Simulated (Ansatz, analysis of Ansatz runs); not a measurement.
# Reproducing a measured hyperfine coupling: neutral bond-centred H (muonium) in Ge, part 2 of 2

How near does this set-up come to the measured hyperfine coupling? Subject: neutral bond-centred H (muonium) in Ge. Set-up: PBE, 32-site cell, PBE lattice, 420 eV, k: the single point 1/4 1/4 1/4 then 2x2x2 shifted 0.5 0.5 0.5. The model is a cell of 32 host atoms with 1 H put in. The isotropic coupling follows from the spin density at the nucleus, the nuclear g-factor and the total spin. A small cell is quick and shows the size of the effect, at the price of close images.

Ansatz 0.2.0; PBE, 32-site cell, PBE lattice, 420 eV, k: the single point 1/4 1/4 1/4 then 2x2x2 shifted 0.5 0.5 0.5.

So far: The structure; Relaxation, charge 0.

### Step 2. Relaxation, charge 0 (continued)

Level of this step: plane-wave PAW DFT, PBE; relaxation of all atoms of a defect supercell (Ansatz).

Relaxation path:

```
step  energy less that of the first step (eV)  largest force component (eV/Å)
   1                                   0.0000                          0.6697
   2                                  -0.3093                          0.1469
   3                                  -0.3227                          0.0424
   4                                  -0.3247                          0.0085
```

The atoms that moved most (Å, from the sites as typed, ahead of the random displacement, the mean shift of all atoms taken out):

```csv
atom,dx,dy,dz,length
H33,0.051,0.190,-0.134,0.239
Ge27,-0.063,-0.020,0.066,0.094
Ge8,0.060,-0.067,0.017,0.091
Ge2,-0.015,-0.067,-0.057,0.089
Ge32,0.013,0.055,0.065,0.086
Ge26,-0.061,0.055,-0.011,0.083
Ge7,0.058,0.008,-0.055,0.080
Ge15,-0.030,0.003,0.033,0.045
```

The relaxed structure:

```xyz
33
Lattice="-5.7604 5.7604 5.7604 5.7604 -5.7604 5.7604 5.7604 5.7604 -5.7604" Properties=species:S:1:pos:R:3 pbc="T T T"
Ge    2.8897    2.8640   -2.8787
Ge    2.8660   -0.0664   -0.0534
Ge    2.8874   -2.8907    2.8803
Ge    8.6309    0.0220    0.0344
Ge   -0.0130    2.8683    0.0131
Ge   -0.0102   -0.0007    2.8806
Ge    5.8189    2.8887   -0.0516
Ge    5.8208   -0.0668    2.9007
Ge   -2.8751    2.8644    2.8787
Ge    2.8861    5.7658    0.0118
Ge    2.6138    3.1396    3.1538
Ge    2.8864   -0.0005    5.7776
Ge   -0.0063    8.6285    0.0195
Ge   -0.0273    5.7819    2.8962
Ge   -0.0298    2.8831    5.7972
Ge   -0.0053    0.0047    8.6410
Ge    1.4437    1.4405   -1.4422
Ge    1.4448   -1.4568    1.4526
Ge    7.2260    1.4261   -1.4591
Ge    7.2288   -1.4741    1.4391
Ge   -1.4476    1.4430    1.4572
Ge    4.3142    4.3101   -1.4439
Ge    4.5792    1.1738    1.1879
Ge    4.3144   -1.4560    4.3228
Ge    1.4486    7.2008   -1.4370
Ge    1.3792    4.3751    1.4328
Ge    1.3773    1.4207    4.3902
Ge    1.4516   -1.4507    7.2129
Ge   -1.4501    7.2028    1.4538
Ge   -1.4321    4.2869    4.2996
Ge   -1.4523    1.4415    7.2192
Ge    4.3340    4.3754    4.3890
H     3.5956    2.1496    2.1746
```

Neighbours of H33 at the end:

```csv
atom,distance (Å)
Ge23,1.701
Ge11,1.704
Ge27,3.219
Ge8,3.223
Ge32,3.225
Ge2,3.226
Ge26,3.227
Ge7,3.232
```

Numbers from this step:

| Property | Result |
| --- | --- |
| free energy | -137450.4931 eV |
| total moment | 1.0000 μB |
| integral of the absolute spin density | 1.097 μB |
| spin contamination | 0.001842 |

The relaxation ends 9.8 meV an atom lower than the displaced start, with a largest force component of 0.0085 eV/Å.

### Step 3. Contact spin densities

The relaxed structure is kept, and the final numbers are taken at the final level and k-points.

This step: plane-wave PAW DFT, PBE; single point of a defect supercell.

Input file point/input.yaml:

```yaml
crystal:
  lattice:
    - [-5.7603949, 5.7603949, 5.7603949]
    - [5.7603949, -5.7603949, 5.7603949]
    - [5.7603949, 5.7603949, -5.7603949]
  atoms:
    - { symbol: Ge, position: [-0.001271879, 0.000954241, 0.499420941] }
    - { symbol: Ge, position: [-0.01040317, 0.244133557, 0.243005325] }
[... 4 atom lines left out ...]
    - { symbol: Ge, position: [0.246259084, 0.500602697, 0.755818775] }
    - { symbol: Ge, position: [0.245979026, 0.757018952, 0.499446089] }
[... 2 atom lines left out ...]
    - { symbol: Ge, position: [0.546259158, 0.500621511, 0.499388575] }
    - { symbol: Ge, position: [0.501449615, 0.752031643, 0.25048839] }
[... 5 atom lines left out ...]
    - { symbol: Ge, position: [-0.000361138, 0.251492625, -0.001040706] }
[... 4 atom lines left out ...]
    - { symbol: Ge, position: [0.204991725, 0.500584818, 0.499358335] }
    - { symbol: Ge, position: [0.248844252, 0.749706238, 0.248107194] }
[... 1 atom line left out ...]
    - { symbol: Ge, position: [0.504127891, 0.244085472, 0.499477802] }
    - { symbol: Ge, position: [0.504384888, 0.500613601, 0.242865735] }
[... 4 atom lines left out ...]
    - { symbol: Ge, position: [0.760752822, 0.757156114, 0.755976856] }
    - { symbol: H, position: [0.375338546, 0.500856797, 0.498681326] }
basis:
  ecutwfc: 420
  xc_grid: 2
hamiltonian:
  xc: pbe
kpoints:
  mp_grid: { grid: [2, 2, 2], shift: [0.5, 0.5, 0.5] }
magnetization:
  spin_polarized: true
  initial_magnetization: 1
  spin_locking: { lock_magnetization: hard }
scf:
  occupations: { method: fermi_dirac, width: 0.01 }
  max_iter: 120
output:
  forces: true
  efg: {}
  eigenvalues: true
checkpoint:
  read: "../relax.run"
```

The run is started by

```console
$ ansatz run input.yaml --threads 2 --pin off --max-ram 3768MiB --backend cpu --events-out ev --progress --plain --runs-dir out
```

Numbers of over 12 decimals in the logs are rounded to 6 here.

Log:

```text
[...]
Crystal: 33 atoms, lattice volume = 764.569 Å³
Basis set: ecut = 420 eV, 14915 PW (Γ), exchange–correlation on 144×144×144 points (8 copies of the dense FFT grid, shifted against one another)
Bands: 270, of which v1, the nominal top of the filled ones, is band 225 counted from 1 (224 counted from 0)
Symmetry: 1 space group operations
[...]
k-points: 4 of 8 (time reversal used)
[...]
Stability of the state it starts from, as read at its close in the collinear treatment: not read negative (Ritz values of 1 − χ₀K, real part plus size of imaginary part, from 0.99 to 1.1, by its mixing steps under no symmetry); [...]
Starting moments: Σ|m| = 1 μB on 33 of 33 sites; this step starts from the density that it was given
[...]
atom  11  Ge V_zz =   +11.730169   η = 0.0015   by run symmetry: allowed
[...]
atom  23  Ge V_zz =   +11.561530   η = 0.0017   by run symmetry: allowed
[...]
atom  24  Ge V_zz =    -0.621602   η = 0.8896   by run symmetry: allowed
[...]
atom  26  Ge V_zz =    +1.342575   η = 0.9623   by run symmetry: allowed
[...]
atom  27  Ge V_zz =    -1.355326   η = 0.9769   by run symmetry: allowed
[...]
atom  32  Ge V_zz =    +1.342829   η = 0.9802   by run symmetry: allowed
[...]
atom  33  H  V_zz =    +1.403125   η = 0.0002   by run symmetry: allowed
[...]
--- Band table (eV; the first three rows and the last of 8) ---
[...]
[... further k-points left out ...]
[key lines of the parts left out:]
SCF converged after 9 iterations
Magnetization: 1.0000 μB (225.0000 up, 224.0000 down)
Free energy (F): -137453.720446 eV
Fermi energy:    8.246140 (↑ 8.343616, ↓ 7.626369) eV
```

It took 2.5 min on 2 threads of Arm Neoverse V2, shared host; peak memory 2.8 GiB; 4.9 min of CPU time.

Numbers from this step:

```yaml
free_energy: -137453.7204 eV
smearing_term_ts: 0.005713 eV
total_moment: 1.0000 μB
integral_of_the_absolute_spin_density: 1.021 μB
spin_contamination: 9.75e-4
```

The atoms' spheres hold 0.31 of the 1 μB, none over 0.02 μB.

Isotropic hyperfine couplings from the contact spin densities (Fermi contact term with core polarisation, no dipolar part), the largest:

```csv
atom,isotope,distance from the centre (Å),contact spin density (e/Å³),A (MHz)
Ge23,73Ge,1.71,2.60,-60.2
Ge11,73Ge,1.73,2.55,-59.1
Ge15,73Ge,5.08,1.19,-27.6
Ge20,73Ge,5.11,1.19,-27.6
Ge4,73Ge,5.22,1.19,-27.6
Ge30,73Ge,5.16,1.19,-27.6
Ge14,73Ge,5.26,1.19,-27.6
Ge19,73Ge,5.29,1.19,-27.5
Ge26,73Ge,3.36,1.14,-26.5
Ge32,73Ge,3.29,1.14,-26.4
```

### Step 4. Summary of results

```json
{"1H (muon value / 3.1833)": "-18.9 MHz", "integral of the absolute spin density": "1.02 μB", "time of the whole chain": "4.7 min on 2 threads"}
```

**Reading.** 1H (muon value / 3.1833): computed -18.9 MHz, measured -30.31 MHz (muon value divided by the ratio of moments 3.1833; muon (Mu, light H isotope)); 11.4 MHz (38 %) smaller in size than the measurement. The spin is not held on one site here (at most 0.02 μB on an atom), so the state computed is not the localised centre that was measured. Only the isotropic (Fermi contact) part is computed, with core polarisation; no vibrational averaging.

[Logs are printed without paths, hosts, clocks, repeated set-up lines and the standing remarks that a program may print on its own settings, such as how far it seeks lower states.]

[Hosts, paths, dates, database ids (printed as entryN), source tags and the programs' standing remarks are cut or masked in the printed files.]

[For some hosts the program warned that the k-mesh of the response run may be too coarse for force constants and the static dielectric constant; such warnings are not shown here.]
